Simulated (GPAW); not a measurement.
Computed results, one entry a study.

```
! title: Quasiparticle gap of SrGaSnH (P3m1) in GPAW
! method: DFT, LDA, plane waves, PAW (and 1 further level or step)
! program: GPAW 26.7.0
! settings of one run: cutoff 600 eV, GPAW PAW setups 1.2.1 data release, 3×3×2 k-mesh, nbands 314
! cost: 3 runs, 66 s in all on 4 MPI ranks of Intel Xeon 6975P-C (Granite Rapids), shared host (the runs of this entry)
! notes: The cell and positions come from the Crystallography Open Database and are kept as given unless a step says otherwise. Limits: no spin-orbit coupling. Bands and cutoff are finite, so the gap is not at the basis limit. The miss can reach some tenths of an eV and take either sign; the mesh is an error of its own. The 3×3×2 mesh is coarse for this cell, which bears on the long-range parts of exchange and screening.
! LDA gap: 0.29 eV, direct
! G0W0 gap on the mesh: 1.19 eV
! GW settings: 3×3×2 mesh, 141 bands, screening to 78 eV, Godby-Needs plasmon pole
! known limits: not at the basis limit; no spin-orbit coupling; coarse k mesh
CELL_PARAMETERS angstrom
4.48290 0.00000 0.00000
-2.24145 3.88231 0.00000
0.00000 0.00000 5.19120
ATOMIC_POSITIONS crystal
Sr 0.00000 0.00000 0.00000
Ga 0.66667 0.33333 0.60060
Sn 0.33333 0.66667 0.45210
H 0.66667 0.33333 0.93660
```

[Paths, hosts, dates, memory and timing lines, banners, echoed tables and standing remarks are left out of the program output.]

[Logs are printed without paths, hosts, clocks, repeated set-up lines and the standing remarks that a program may print on its own settings, such as how far it seeks lower states.]

[Runs of the session that timed out or met a known fault of the program may be left out.]

[Hosts, paths, dates, database ids (printed as entryN), source tags and the programs' standing remarks are cut or masked in the printed files.]
